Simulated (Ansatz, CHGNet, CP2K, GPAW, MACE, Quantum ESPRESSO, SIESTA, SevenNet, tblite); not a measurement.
**How far do other methods lie from plane waves? H15W3C3S4N3 (P-1) (56 atoms)**

One geometry of H15W3C3S4N3 (P-1) (56 atoms) is solved by several programs and methods. How far do their forces lie from a plane-wave PBE run?

Results are calculated, not measured.

### 1. The structure

The cell holds 56 atoms (30 H, 6 W, 6 C, 8 S and 6 N), with edges of 9.08, 9.16 and 9.57 Å. Recipe: H15W3C3S4N3, space group P-1, structure from the Crystallography Open Database, 1 x 1 x 1 conventional cells; positions as listed; bonds to H set to neutron lengths (C-H 1.089, N-H 1.015, O-H 0.983, B-H 1.19 Å) where the listed ones are shorter. Then every atom was moved at random, 0.03 Å r.m.s. a Cartesian component (hydrogen 0.6 of that). The density is 4.15 g/cm³.

### 2. The reference input

Quantum ESPRESSO 7.5: Kohn-Sham DFT, PBE, SSSP efficiency 1.3.0 pseudopotentials, plane waves. Its input, pw.in:

```
&control
  calculation = 'scf'
  pseudo_dir = './pseudo'
  outdir = './tmp'
  disk_io = 'none'
  tprnfor = .true.
  tstress = .true.
/
&system
  ibrav = 0
  nat = 56
  ntyp = 5
  ecutwfc = 60
  ecutrho = 480
  nosym = .true.
  occupations = 'smearing'
  smearing = 'fd'
  degauss = 0.003675
/
&electrons
  conv_thr = 2.8e-07
  electron_maxstep = 100
  mixing_beta = 0.2
  mixing_mode = 'local-TF'
  diagonalization = 'david'
/
ATOMIC_SPECIES
H 1.008 H.upf
W 183.840 W.upf
C 12.011 C.upf
S 32.060 S.upf
N 14.007 N.upf
CELL_PARAMETERS angstrom
9.08470 0.00000 0.00000
-2.56559 8.79358 0.00000
-4.28655 -3.61609 7.74969
ATOMIC_POSITIONS crystal
H 0.03860 0.50502 0.36763
H 0.96740 0.50470 0.63846
H 0.82023 0.43515 0.31720
H 0.17254 0.56601 0.68133
[... 50 atom lines left out ...]
N 0.47433 0.80808 0.41389
N 0.51950 0.19532 0.59196
K_POINTS gamma
```

```console
$ OMP_NUM_THREADS=1 mpirun -np 2 pw.x -in pw.in > output.txt
```

Wall time 3.2 min (2 MPI ranks of Arm Neoverse V1, shared host); peak memory 2.8 GiB; 6.5 min of CPU time.

It converged with an r.m.s. force component of 0.87 eV/Å and a pressure of 3.6 GPa.

Its highest filled and lowest empty levels lie 0.54 eV apart on its k-points.

### 3. What was run beside it

- CHGNet: machine-learned potential, published weights.
- CP2K 2026.2: Gaussian basis with GTH pseudopotentials and a plane-wave density; labels give functional, basis (MOLOPT sets; SR short-range, UZH the newer set with its own potentials), grid cutoff/relative cutoff and solver (OT: orbital transformation; TRS4, TC2, SIGN: linear-scaling purification with its sparsity filter), or its built-in tight binding.
- GPAW 26.7.0: PAW with atomic orbitals (LCAO), plane waves or a real-space grid of spacing h.
- MACE: machine-learned potential, published weights.
- Quantum ESPRESSO 7.5: plane waves; labels (QE) give functional, pseudopotential set and cutoffs of waves/density.
- SIESTA 5.4.2: numerical atomic orbitals, whose automatically made sets are far from complete, with PseudoDojo norm-conserving potentials that we converted to its format (checked against plane waves on the same files for H, C, O, Si, Ge and Ca alone); labels give functional, basis size, energy shift and mesh cutoff.
- SevenNet: machine-learned potential, published weights.
- tblite 0.8.0: extended tight binding, driven from Python.

All use the same cell and atoms, and the electronic-structure runs the same k-mesh.

### 4. All runs compared

Differences are against the reference: forces as r.m.s. over components, share as that over the reference's r.m.s. force, slope as the fitted ratio of a run's forces to the reference's.

| run | Δ force, r.m.s. (meV/Å) | share (%) | slope | Δ pressure (GPa) | Δ gap (eV) | cores | CPU time | memory (GiB) |
| --- | --- | --- | --- | --- | --- | --- | --- | --- |
| reference | - | - | - | - | - | 2 | 6.5 min | 2.8 |
| CHGNet 0.3.0 potential | 238 | 27.2 | 0.914 | 0.278 | - | 1 | 4.3 s | 1.1 |
| CP2K GFN1-xTB, diagonalisation | 854 | 97.8 | 1.137 | 1.77 | - | 1 | 4.2 s | 0.2 |
| CP2K LDA, DZVP-MOLOPT-SR, 600/50 Ry, diagonalisation | 362 | 41.5 | 1.009 | -6.63 | 0.0249 | 2 | 4.8 min | 2.2 |
| CP2K PBE, DZVP-UZH, 420/50 Ry, diagonalisation (coarse) | 81.4 | 9.32 | 1.021 | 0.0069 | 0.0024 | 2 | 5.6 min | 1.6 |
| CP2K PBE, DZVP-UZH, 600/50 Ry, diagonalisation | 81.2 | 9.30 | 1.021 | 0.0065 | 0.0024 | 4 | 6 min | 3.2 |
| CP2K PBE, DZVP-UZH, 600/70 Ry, diagonalisation | 81.2 | 9.30 | 1.021 | 0.0065 | 0.0024 | 4 | 7.4 min | 3.2 |
| CP2K PBE, DZVP-UZH, 840/50 Ry, diagonalisation | 81.2 | 9.29 | 1.021 | 0.0064 | 0.0024 | 4 | 7.8 min | 4.8 |
| CP2K PBE, SZV-MOLOPT-SR, 600/50 Ry, diagonalisation (coarse) | 655 | 75.0 | 1.169 | 2.59 | 0.0909 | 1 | 3.4 min | 2.2 |
| CP2K PBE, TZVP-UZH, 600/50 Ry, diagonalisation | 82.4 | 9.44 | 1.004 | -0.138 | -0.003 | 4 | 6.1 min | 3.3 |
| CP2K PBEsol, PBE potentials, DZVP-UZH, 600/50 Ry, diagonalisation | 203 | 23.2 | 1.055 | -1.69 | -0.0079 | 4 | 6 min | 3.2 |
| GPAW PBE, LCAO dzp, h 0.16 Å | 330 | 37.7 | 1.163 | - | 0.0153 | 1 | 2 min | 0.86 |
| GPAW PBE, LCAO dzp, h 0.18 Å | 331 | 37.9 | 1.164 | - | 0.0152 | 1 | 96 s | 0.7 |
| GPAW PBE, LCAO dzp, h 0.18 Å, other mixer settings | 332 | 38.0 | 1.165 | - | 0.0155 | 1 | 2.3 min | 0.66 |
| GPAW PBE, LCAO szp(dzp), h 0.18 Å (coarse) | 1075 | 123 | 1.402 | - | 0.0332 | 1 | 74 s | 0.65 |
| GPAW revPBE, LCAO dzp, h 0.18 Å | 305 | 34.9 | 1.157 | - | 0.0255 | 1 | 96 s | 0.7 |
| MACE MP-0b2 small potential | 221 | 25.3 | 0.927 | -0.906 | - | 1 | 7.9 s | 0.67 |
| QE PBE, dojo-0.4.1-standard, 80/320 Ry | 37.8 | 4.33 | 0.980 | -0.235 | -0.0014 | 2 | 3.4 min | 0.76 |
| QE PBE, gbrv-1.5, 40/200 Ry | 126 | 14.5 | 1.070 | 0.053 | 8.0e-4 | 2 | 2.2 min | 0.89 |
| SIESTA PBE, DZ, shift 0.01 Ry, mesh 500 Ry (coarse) | 519 | 59.4 | 1.221 | 3.27 | 0.0244 | 1 | 85 s | 0.6 |
| SIESTA PBE, DZP, shift 0.01 Ry, mesh 100 Ry (coarse) | 370 | 42.3 | 1.184 | 3.02 | 0.0268 | 1 | 34 s | 0.29 |
| SIESTA PBE, DZP, shift 0.01 Ry, mesh 500 Ry | 368 | 42.1 | 1.186 | 2.87 | 0.0262 | 2 | 3.3 min | 1.1 |
| SIESTA PBE, DZP, shift 0.04 Ry, mesh 500 Ry (coarse) | 221 | 25.3 | 1.097 | -7.34 | 0.0079 | 1 | 1.8 min | 0.65 |
| SIESTA PBE, SZ, shift 0.01 Ry, mesh 500 Ry (coarse) | 1969 | 225 | 1.771 | 11.5 | 0.194 | 1 | 66 s | 0.51 |
| SevenNet 0 potential | 215 | 24.6 | 0.886 | -1.84 | - | 1 | 9.3 s | 0.85 |
| tblite GFN1-xTB | 853 | 97.7 | 1.138 | 1.79 | - | 1 | 2.3 s | 0.1 |

Rows marked coarse were listed beforehand as settings not expected to be converged; some can still land near the reference.

Times of the machine-learned potentials are mostly Python's start and the loading of weights.

Runs without a result: CP2K PBE+rVV10L, DZVP-UZH, 600/50 Ry, diagonalisation (stopped at the start).

CPU time is summed over cores on shared hosts, so it is rough.

### 5. Findings

Forces lie from 4.3 % (QE PBE, dojo-0.4.1-standard, 80/320 Ry) to 225 % (SIESTA PBE, SZ, shift 0.01 Ry, mesh 500 Ry, coarse) of the reference's r.m.s. force of 0.87 eV/Å away from it. Other PBE runs on plane waves or a grid: QE PBE, dojo-0.4.1-standard, 80/320 Ry 4.3 % and QE PBE, gbrv-1.5, 40/200 Ry 14 % of the r.m.s. force; the reference has errors of its own, so differences under a few per cent don't tell which side is nearer the exact PBE result. The PBE runs in local orbitals, coarse settings apart, differ by 9.3 % (CP2K PBE, DZVP-UZH, 840/50 Ry, diagonalisation) to 42 % (SIESTA PBE, DZP, shift 0.01 Ry, mesh 500 Ry); basis, grid and potentials can all enter. Tight binding differs by 98 % in each run; it is another model, with fitted parameters of its own, and the xTB methods hold dispersion.

Machine-learned potentials differ by 25 % (SevenNet 0 potential) to 27 % (CHGNet 0.3.0 potential); they were trained on other programs' data. Rows with another functional or a dispersion term differ by 23 % (CP2K PBEsol, PBE potentials, DZVP-UZH, 600/50 Ry, diagonalisation) to 41 % (CP2K LDA, DZVP-MOLOPT-SR, 600/50 Ry, diagonalisation), which mixes the change of model with differences of basis and potentials, some of them made for another functional. Runs with settings chosen to be coarse differ by 9.3 % (CP2K PBE, DZVP-UZH, 420/50 Ry, diagonalisation) to 225 % (SIESTA PBE, SZ, shift 0.01 Ry, mesh 500 Ry), their programs' other errors included. From CP2K PBE, DZVP-UZH, 420/50 Ry, diagonalisation to the finer CP2K PBE, DZVP-UZH, 840/50 Ry, diagonalisation the share goes from 9.32 to 9.29 %, so the grid isn't what parts these runs from the reference. From GPAW PBE, LCAO dzp, h 0.18 Å to the finer GPAW PBE, LCAO dzp, h 0.16 Å the share goes from 37.9 to 37.7 %, so the grid isn't what parts these runs from the reference. Pressures at PBE, coarse settings apart, lie -0.24 to +2.87 GPa from the reference's. Gaps at PBE, coarse settings apart, lie -0.00 to +0.03 eV from the reference's, on k-points that hold the band edges only if these fold onto them.

**Limits.** With short bonds to hydrogen, sets of potentials differ among themselves by several per cent in forces even at converged cutoffs, so the reference isn't exact here either. GBRV, made for solids, lies farthest in such cells, whatever the cutoff. The reference's pressure holds the uncorrected Pulay stress of its 60 Ry basis, so small pressure differences may be the reference's own error. Machine-learned potentials mimic data converged in k, so the reference's own k-point error enters their differences. The reference's PBE has no dispersion term, which matters for the binding between molecules or layers. The runs have no spin polarisation, so moments on W can't form, and no Hubbard term. The electronic-structure runs sample only Γ, in a cell whose shortest periodic width is 7 Å. Spin–orbit coupling is left out, which matters for the levels of the heavy elements. The reference's pressure of 3.6 GPa reflects the volume that the recipe set, positions that aren't this level's minimum and the coarse k-sampling. Where levels are smeared, the DFT runs use Fermi–Dirac occupations at 580 K (0.05 eV), and energies are free energies. The atoms were displaced at random, and shares hang on the size of the forces that this gives. The reference's cutoffs and mesh weren't converged further here.

[Logs are printed without paths, hosts, clocks, repeated set-up lines and the standing remarks that a program may print on its own settings, such as how far it seeks lower states.]

[Hosts, paths, dates, database ids (printed as entryN), source tags and the programs' standing remarks are cut or masked in the printed files.]

[Cells were taken only where this reference lay near another plane-wave run.]
